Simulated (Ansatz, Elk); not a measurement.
# Bonding as seen by X-rays: Bi2As

Structure refinements treat a crystal as free atoms side by side. For a made-up structure of Bi2As (cell and positions from a PBE relaxation) the runs below show what the calculated density changes in F(hkl).

Calculated with Elk 11.2.3 (patched build); DFT, PBE, all-electron APW+lo, Dirac cores, scalar-relativistic bands, static density, no spin.

The structure was built from a prototype and need not be the compound's stable phase.

### 1. Starting point

The structure is tetragonal, space group I4/mmm (No. 139). Conventional cell: a = 4.392 Å, b = 4.392 Å, c = 18.595 Å, α = 90.00°, β = 90.00°, γ = 90.00°. Bi has 5 As at 2.84 to 3.11 Å nearest. Nearest to Bi lie 4 Bi at 3.11 Å. Nearest to As lie 5 Bi at 2.84 to 3.11 Å. Farther neighbours are not listed.

### 2. Ground state and structure factors

An all-electron density is needed, since X-rays see the cores too. Task 0 finds the density and task 195 Fourier-transforms it; tshift is off so that phases refer to the origin typed.

Input file elk.in:

```
tasks
  0
  195

xctype
  20

spinpol
  .false.

rgkmax
  7.0

gmaxvr
  14.0

lmaxo
  7

lmaxapw
  8

swidth
  0.002

tshift
  .false.

ramdisk
  .false.

hmaxvr
  5.5

maxscl
  120

epspot
  1e-06

sppath
  './'

avec
  -4.14959857283 4.14959857283 17.57004416282
  4.14959857283 -4.14959857283 17.57004416282
  4.14959857283 4.14959857283 -17.57004416282

atoms
  2
  'Bi.in'
  4
  0.3228462257 0.3228462257 0.0000000000   0.000000 0.000000 0.000000
  0.6771537743 0.6771537743 0.0000000000   0.000000 0.000000 0.000000
  0.5000000000 0.0000000000 0.5000000000   0.000000 0.000000 0.000000
  0.0000000000 0.5000000000 0.5000000000   0.000000 0.000000 0.000000
  'As.in'
  2
  0.1701052825 0.1701052825 0.0000000000   0.000000 0.000000 0.000000
  0.8298947175 0.8298947175 0.0000000000   0.000000 0.000000 0.000000

ngridk
  7 7 7
```

Command:

```
> OMP_NUM_THREADS=4 elk
```

Numbers of over 12 decimals in the logs are rounded to 6 here.

Log:

```text
┌─────────────────────────┐
│ Elk code version 11.2.3 │
└─────────────────────────┘

All units are atomic (Hartree, Bohr, etc.)

┌─────────────────────────────────────────────────┐
│ Ground-state run starting from atomic densities │
└─────────────────────────────────────────────────┘

Lattice vectors :
  -4.149598573       4.149598573       17.57004416
   4.149598573      -4.149598573       17.57004416
   4.149598573       4.149598573      -17.57004416

Reciprocal lattice vectors :
 -0.3589624113E-16  0.7570835102      0.1788039133
  0.7570835102     -0.3589624113E-16  0.1788039133
  0.7570835102      0.7570835102      0.8574421164E-17

Unit cell volume      :    1210.166191
Brillouin zone volume :   0.2049720239

Muffin-tin inner radius fraction :   0.1000000000E-01

Nuclei treated as point charges

Species : 1 (Bi)
 parameters loaded from : Bi.in
 name : bismuth
 nuclear charge    :   -83.00000000
 electronic charge :    83.00000000
 atomic mass :    380947.9285
 muffin-tin radius :    2.800000000
 number of radial points in muffin-tin :   1393
 inner part over the whole radius :   0.9976520004E-02
 number on inner part of muffin-tin    :   1001
 approximate nuclear radius :   0.1052171418E-03
 number of mesh points to nuclear radius :    526
 atomic positions (lattice), magnetic fields (Cartesian) :
  1 :   0.32284623  0.32284623  0.00000000    0.00000000  0.00000000  0.00000000
  2 :  -0.32284623 -0.32284623  0.00000000    0.00000000  0.00000000  0.00000000
  3 :   0.50000000  0.00000000  0.50000000    0.00000000  0.00000000  0.00000000
  4 :   0.00000000  0.50000000  0.50000000    0.00000000  0.00000000  0.00000000

Species : 2 (As)
 parameters loaded from : As.in
 name : arsenic
 nuclear charge    :   -33.00000000
 electronic charge :    33.00000000
 atomic mass :    136573.7220
 muffin-tin radius :    2.400000000
 number of radial points in muffin-tin :    993
 inner part over the whole radius :   0.9862024899E-02
 number on inner part of muffin-tin    :    702
 approximate nuclear radius :   0.7712558785E-04
 number of mesh points to nuclear radius :    341
 atomic positions (lattice), magnetic fields (Cartesian) :
  1 :   0.17010528  0.17010528  0.00000000    0.00000000  0.00000000  0.00000000
  2 :  -0.17010528 -0.17010528  0.00000000    0.00000000  0.00000000  0.00000000

Total number of atoms per unit cell :    6
Total muffin-tin volume :    483.6209619
 ratio of muffin-tin to unit cell volume :   0.3996318567

Spin treatment :
 spin-unpolarised

Number of Bravais lattice symmetries :   16
Number of crystal symmetries         :   16
Crystal has inversion symmetry
Real symmetric eigensolver will be used

k-point grid :      7     7     7
k-point offset :    0.000000000       0.000000000       0.000000000
k-point set is reduced with full crystal symmetry group
Total number of k-points :       40

Muffin-tin radius times maximum |G+k| :    7.000000000
 using average radius
Maximum |G+k| for APW functions       :    2.625000000
Maximum (1/2)|G+k|²                   :    3.445312500
Maximum |G| for potential and density :    14.00000000
Constant for pseudocharge density :   10
 order of it for each species :   17  17
 order of it for pair densities of each species (exact exchange by exxq0 0: 18) :   11   7
Radial integration step length :    1

G-vector grid sizes :     84    84    84
Number of G-vectors :    56175

Maximum angular momentum used for
 APW functions            :    8
 outer part of muffin-tin :    7
 inner part of muffin-tin :    2

Total nuclear charge    :   -398.0000000
Total core charge       :    308.0000000
Total valence charge    :    90.00000000
Total excess charge     :    0.000000000
Total electronic charge :    398.0000000

Effective Wigner radius, rₛ :   0.8987200791

Number of empty states         :     24
Total number of valence states :     70
Total number of core states    :    308

Third-order local-orbitals added for an l without core states : T
Total number of local-orbitals :    100

[...]
xc potential                :     -2332.5830221477
 exchange                    :     -1738.7501761589
 correlation                 :     -23.719181807505
 electron entropic           :    -0.10350781180866E-02
 total energy                :     -90851.470555178

Density of states at Fermi energy :    77.49624750
 (states/Hartree/unit cell)

Estimated indirect band gap :   0.2975944930E-02
 from k-point 24 to k-point 6
Estimated direct band gap   :   0.5243554959E-02
 at k-point 33

Charges :
 core                        :    308.0000000
 valence                     :    90.00000000
 interstitial                :    11.02767766
 muffin-tins (core leakage)
  species : 1 (Bi)
[...]
species : 2 (As)
[...]
total in muffin-tins        :    386.9723223
 total calculated charge     :    397.9957436
 total charge                :    398.0000000
 error                       :   0.4256391374E-02

RMS change in Kohn-Sham potential (target) :   0.1732065266     (  0.1000000000E-05)
Absolute change in total energy (target)   :    1.382164922     (  0.1000000000E-03)

[... loops 3 to 15 left out ...]

┌──────────────────┐
│ Loop number : 16 │
└──────────────────┘

Energies :
 Fermi                       :     0.215574
 sum of occupied eigenvalues :     -56114.610142764
 electron kinetic            :      105609.23910773
 core electron kinetic       :      104652.49245808
 Coulomb                     :     -194695.02112778
 Coulomb potential           :     -159418.09557051
 nuclear-nuclear             :     -6838.6789039460
 electron-nuclear            :     -216401.74257248
 Hartree                     :      28545.400348646
 Madelung                    :     -114985.97334253
 xc potential                :     -2305.7536799887
 exchange                    :     -1738.8557608794
 correlation                 :     -23.721562099113
 electron entropic           :    -0.12945288372144E-02
 total energy                :     -90848.360637557

Density of states at Fermi energy :    101.4259132
 (states/Hartree/unit cell)

Estimated indirect band gap :   0.2253426161E-03
 from k-point 34 to k-point 26
Estimated direct band gap   :   0.4171044724E-02
 at k-point 7

Charges :
 core                        :    308.0000000
 valence                     :    90.00000000
 interstitial                :    10.86200998
 muffin-tins (core leakage)
  species : 1 (Bi)
[...]
species : 2 (As)
[...]
total in muffin-tins        :    387.1379900
 total calculated charge     :    397.9958683
 total charge                :    398.0000000
 error                       :   0.4131724527E-02

RMS change in Kohn-Sham potential (target) :   0.1727871866E-06 (  0.1000000000E-05)
Absolute change in total energy (target)   :   0.6586076051E-04 (  0.1000000000E-03)

Convergence targets achieved

┌──────────────────┐
│ Loop number : 17 │
└──────────────────┘

Energies :
 Fermi                       :     0.215574
 sum of occupied eigenvalues :     -56114.610147551
 electron kinetic            :      105609.23910231
 core electron kinetic       :      104652.49245919
 Coulomb                     :     -194695.02112719
 Coulomb potential           :     -159418.09557153
 nuclear-nuclear             :     -6838.6789039460
 electron-nuclear            :     -216401.74256999
 Hartree                     :      28545.400346741
 Madelung                    :     -114985.97334143
 xc potential                :     -2305.7536783268
 exchange                    :     -1738.8557609933
 correlation                 :     -23.721562087493
 electron entropic           :    -0.12945289717916E-02
 total energy                :     -90848.360642493

Density of states at Fermi energy :    101.4259264
 (states/Hartree/unit cell)

Estimated indirect band gap :   0.2253404977E-03
 from k-point 34 to k-point 26
Estimated direct band gap   :   0.4171043772E-02
 at k-point 7

Charges :
 core                        :    308.0000000
 valence                     :    90.00000000
 interstitial                :    10.86200933
 muffin-tins (core leakage)
  species : 1 (Bi)
[...]
atom 4                    :    81.18135860     (  0.6746577826E-03)
  species : 2 (As)
   atom 1                    :    31.31798346     (  0.1403199693E-03)
   atom 2                    :    31.31798346     (  0.1403199693E-03)
 total in muffin-tins        :    387.1379907
 total calculated charge     :    397.9958683
 total charge                :    398.0000000
 error                       :   0.4131724875E-02

┌──────────────────────────────┐
│ Self-consistent loop stopped │
└──────────────────────────────┘

Warning : core states of species 1 leak from the muffin-tin :   0.6746577826E-03

Warning : core states of species 2 leak from the muffin-tin :   0.1403199693E-03

Wrote STATE.OUT
```

Run time: 87 s. Hardware: 4 threads of Arm Neoverse V2, shared host; peak memory 0.43 GiB; 4 min of CPU time.

SFACRHO.OUT:

```text

h k l indices transformed by vhmat matrix:
   1.000000000       0.000000000       0.000000000    
   0.000000000       1.000000000       0.000000000    
   0.000000000       0.000000000       1.000000000    

      h      k      l  multipl.   |H|            Re(F)            Im(F)           |F|

      0      0      0      1   0.0000000       398.00000      0.44147208E-17   398.00000    
      1      1     -1      2  0.35760783       29.052055      -0.0000000       29.052055    
      2      2     -2      2  0.71521565       89.982456      -0.0000000       89.982456    
      0      1      0      8  0.77791149      -39.315799     -0.33588859E-13   39.315799    
     -1     -2      1      8  0.92785397       89.740302      0.57468439E-13   89.740302    
     -1      1      0      4   1.0706778       55.877105      0.28346625E-16   55.877105    
      3      3     -3      2   1.0728235       337.43018     -0.67177718E-13   337.43018    
      0     -2      1      8   1.1288198      -263.37404     -0.33588859E-13   263.37404    
     -3     -2      2      8   1.1715146      -76.430345     -0.37787467E-13   76.430345    
     -1     -3      2      8   1.2875886      -200.09136     -0.92369363E-13   200.09136    
      4      4     -4      2   1.4304313      -14.379974      -0.0000000       14.379974    
      4      3     -3      8   1.4627873       9.9121059     -0.54581896E-13   9.9121059    
      1     -1     -1      4   1.5141670       321.83035     -0.43621167E-13   321.83035    
     -3     -3      2      8   1.5156850       39.307312     -0.76099759E-13   39.307312    
      0      2     -2      8   1.5558230       25.801542     -0.41986074E-13   25.801542    
      1      3     -3      8   1.6745851       77.535504     -0.13015683E-12   77.535504    
     -2      1      0     16   1.7023067      -34.917770     -0.92369363E-13   34.917770    
      0      3     -1     16   1.7758420       79.947179     -0.23092341E-13   79.947179
```

Elk indexes on the primitive cell of elk.in and gives |H| = 4π sin θ/λ in inverse bohr. Below, one row stands for each form hkl of the conventional cell (m members, Friedel mates merged), F is for one primitive cell and the density is static (no thermal factor). Free-atom factors are Waasmaier and Kirfel's, and R is Σm||F|−|F'||/Σm|F|.

| hkl | m | sin θ/λ (Å⁻¹) | abs F, DFT | neutral atoms | diff. |
| --- | --- | --- | --- | --- | --- |
| 002 | 2 | 0.054 | 29.052 | 29.116 | -0.064 |
| 004 | 2 | 0.108 | 89.983 | 90.126 | -0.144 |
| 101 | 8 | 0.117 | 39.316 | 39.502 | -0.186 |
| 103 | 8 | 0.140 | 89.740 | 90.147 | -0.407 |
| 110 | 4 | 0.161 | 55.877 | 55.648 | +0.230 |
| 006 | 2 | 0.161 | 337.430 | 337.481 | -0.051 |
| 112 | 8 | 0.170 | 263.374 | 263.528 | -0.154 |
| 105 | 8 | 0.176 | 76.430 | 76.635 | -0.205 |
| 114 | 8 | 0.194 | 200.091 | 200.247 | -0.156 |
| 008 | 2 | 0.215 | 14.380 | 14.666 | -0.286 |
| 107 | 8 | 0.220 | 9.912 | 9.983 | -0.070 |
| 200 | 4 | 0.228 | 321.830 | 322.226 | -0.396 |
| 116 | 8 | 0.228 | 39.307 | 39.443 | -0.136 |
| 202 | 8 | 0.234 | 25.802 | 25.896 | -0.095 |
| 204 | 8 | 0.252 | 77.535 | 77.555 | -0.019 |
| 211 | 16 | 0.256 | 34.918 | 34.824 | +0.094 |
| 213 | 16 | 0.267 | 79.947 | 79.725 | +0.222 |
| 109 | 8 | 0.267 | 61.066 | 60.867 | +0.200 |
| 118 | 8 | 0.269 | 272.198 | 272.412 | -0.214 |
| 0 0 10 | 2 | 0.269 | 132.411 | 132.589 | -0.178 |
| 206 | 8 | 0.279 | 292.169 | 292.477 | -0.308 |
| 215 | 16 | 0.288 | 68.212 | 68.080 | +0.132 |

### 3. The highest occupied states alone

An energy window below the Fermi level keeps the highest occupied states, to see at which angles they scatter; shallow core shells can lie inside it and anion s states outside. No new self-consistency is needed.

Edit elk.in of step 2 so:

```diff
@@ -1,3 +1,2 @@
 tasks
-  0
   195
@@ -40,2 +39,5 @@
 
+wsfac
+  -0.225420 0.515570
+
 sppath
```

Command:

```
> OMP_NUM_THREADS=4 elk
```

Log:

```text
┌─────────────────────────────────┐
│ Elk code version 11.2.3 started │
└─────────────────────────────────┘

Info(readinput): the functional depends on the density's gradient
 muffin-tin radial points multiplied by    2.00000
 (not where nrmtscf is given)

┌────────────────────┐
│ Current task : 195 │
└────────────────────┘

Info(sfacrho): density structure factors written to SFACRHO.OUT

 Energy window :  -0.2254200000      0.5155700000

┌──────────────────┐
│ Elk code stopped │
└──────────────────┘
```

It took 22 s on 4 threads; peak memory 0.27 GiB; 27 s of CPU time.

States within 12 eV below the Fermi level hold 28.24 electrons; any levels below the window count with the cores, and a count that is not whole means the window cuts a band. Their amplitudes can exceed the total, where window and core parts have opposite phase:

| hkl | sin θ/λ (Å⁻¹) | abs F, window | abs F, all |
| --- | --- | --- | --- |
| 002 | 0.054 | 1.576 | 29.052 |
| 004 | 0.108 | 0.645 | 89.983 |
| 101 | 0.117 | 0.844 | 39.316 |
| 103 | 0.140 | 1.532 | 89.740 |
| 110 | 0.161 | 3.232 | 55.877 |
| 006 | 0.161 | 6.523 | 337.430 |
| 112 | 0.170 | 3.758 | 263.374 |
| 105 | 0.176 | 0.566 | 76.430 |
| 114 | 0.194 | 1.708 | 200.091 |
| 008 | 0.215 | 0.420 | 14.380 |

### 4. Another functional

The difference from free atoms is small, so it is set against the change that PBEsol makes.

Edit elk.in of step 3 so:

```diff
@@ -1,2 +1,3 @@
 tasks
+  0
   195
@@ -4,3 +5,3 @@
 xctype
-  20
+  22
 
@@ -39,5 +40,2 @@
 
-wsfac
-  -0.225420 0.515570
-
 sppath
```

Command:

```
> OMP_NUM_THREADS=4 elk
```

Log:

```text
┌─────────────────────────┐
│ Elk code version 11.2.3 │
└─────────────────────────┘

All units are atomic (Hartree, Bohr, etc.)

┌─────────────────────────────────────────────────┐
│ Ground-state run starting from atomic densities │
└─────────────────────────────────────────────────┘

Lattice vectors :
  -4.149598573       4.149598573       17.57004416
   4.149598573      -4.149598573       17.57004416
   4.149598573       4.149598573      -17.57004416

Reciprocal lattice vectors :
 -0.3589624113E-16  0.7570835102      0.1788039133
[...]
species : 2 (As)
   atom 1                    :    31.30540093     (  0.1419109216E-03)
   atom 2                    :    31.30540093     (  0.1419109216E-03)
 total in muffin-tins        :    387.1144703
 total calculated charge     :    397.9958511
 total charge                :    398.0000000
 error                       :   0.4148855194E-02

┌──────────────────────────────┐
│ Self-consistent loop stopped │
└──────────────────────────────┘

Warning : core states of species 1 leak from the muffin-tin :   0.6777501362E-03

Warning : core states of species 2 leak from the muffin-tin :   0.1419109216E-03

Wrote STATE.OUT
[key lines of the parts left out:]
total energy                :     -90822.303790771
```

Elapsed: 86 s, on 4 threads; peak memory 0.45 GiB; 4 min of CPU time.

Against the first run R = 0.01 %; the largest change is -0.038 at 006.

### 5. Basis size

A smaller basis shows how fast F responds to it; the change is likely larger than the basis error of the first run, but doesn't show convergence.

Edit elk.in of step 4 so:

```diff
@@ -5,3 +5,3 @@
 xctype
-  22
+  20
 
@@ -11,3 +11,3 @@
 rgkmax
-  7.0
+  5.5
```

Command:

```
> OMP_NUM_THREADS=4 elk
```

Log:

```text
┌─────────────────────────┐
│ Elk code version 11.2.3 │
└─────────────────────────┘

All units are atomic (Hartree, Bohr, etc.)

┌─────────────────────────────────────────────────┐
│ Ground-state run starting from atomic densities │
└─────────────────────────────────────────────────┘

Lattice vectors :
  -4.149598573       4.149598573       17.57004416
   4.149598573      -4.149598573       17.57004416
   4.149598573       4.149598573      -17.57004416

Reciprocal lattice vectors :
 -0.3589624113E-16  0.7570835102      0.1788039133
[...]
species : 2 (As)
   atom 1                    :    31.27718463     (  0.1410450445E-03)
   atom 2                    :    31.27718463     (  0.1410450445E-03)
 total in muffin-tins        :    386.9568411
 total calculated charge     :    397.9962053
 total charge                :    398.0000000
 error                       :   0.3794658278E-02

┌──────────────────────────────┐
│ Self-consistent loop stopped │
└──────────────────────────────┘

Warning : core states of species 1 leak from the muffin-tin :   0.6788019455E-03

Warning : core states of species 2 leak from the muffin-tin :   0.1410450445E-03

Wrote STATE.OUT
[key lines of the parts left out:]
total energy                :     -90848.177271153
```

Run time: 78 s. Hardware: 4 threads; peak memory 0.43 GiB; 3.4 min of CPU time.

Against the first run R = 0.02 %; the largest change is +0.086 at 226.

### 6. Settings against the effect

| run | R against the first run (%) | R against neutral atoms, low angle (%) | wall time |
| --- | --- | --- | --- |
| PBE, rgkmax 7 | 0.00 | 0.16 | 87 s |
| PBEsol | 0.01 | 0.16 | 86 s |
| rgkmax 5.5 | 0.02 | 0.16 | 78 s |

### 7. What came out

* R against neutral atoms, sin θ/λ < 0.3 Å⁻¹: 0.16 %
* R against neutral atoms, 0.3 to 0.63 Å⁻¹: 0.07 %

**Reading.** Independent neutral atoms miss the calculated amplitudes by R = 0.16 % below 0.3 Å⁻¹ and 0.07 % from there to 0.63 Å⁻¹; by shells, 0.41 % below 0.15 Å⁻¹ (4 forms), 0.15 % 0.15 to 0.3 (18 forms), 0.08 % 0.3 to 0.45 (37 forms), 0.07 % above 0.45 (90 forms). Bonding, aspherical density and the tables' own atoms all enter these figures, and the runs don't part them. The largest change of an amplitude is -0.41 electrons, at 103. The window's part falls from 28.2 electrons at the origin to at most 0.44 between 0.45 and 0.63 Å⁻¹. Below 0.3 Å⁻¹ the changes that finished (PBEsol and rgkmax 5.5) move F by R = 0.02 % at most, against the 0.16 % that separates it from free atoms. The k-mesh has no finished test. Spin-orbit coupling is left out, which can matter for elements this heavy. Part of the difference isn't bonding: the tables are fits to free atoms and ions calculated by other methods than this functional. Thermal motion, anomalous dispersion and extinction are left out.

[Logs are printed without paths, hosts, clocks, repeated set-up lines and the standing remarks that a program may print on its own settings, such as how far it seeks lower states.]

[Hosts, paths, dates, database ids (printed as entryN), source tags and the programs' standing remarks are cut or masked in the printed files.]
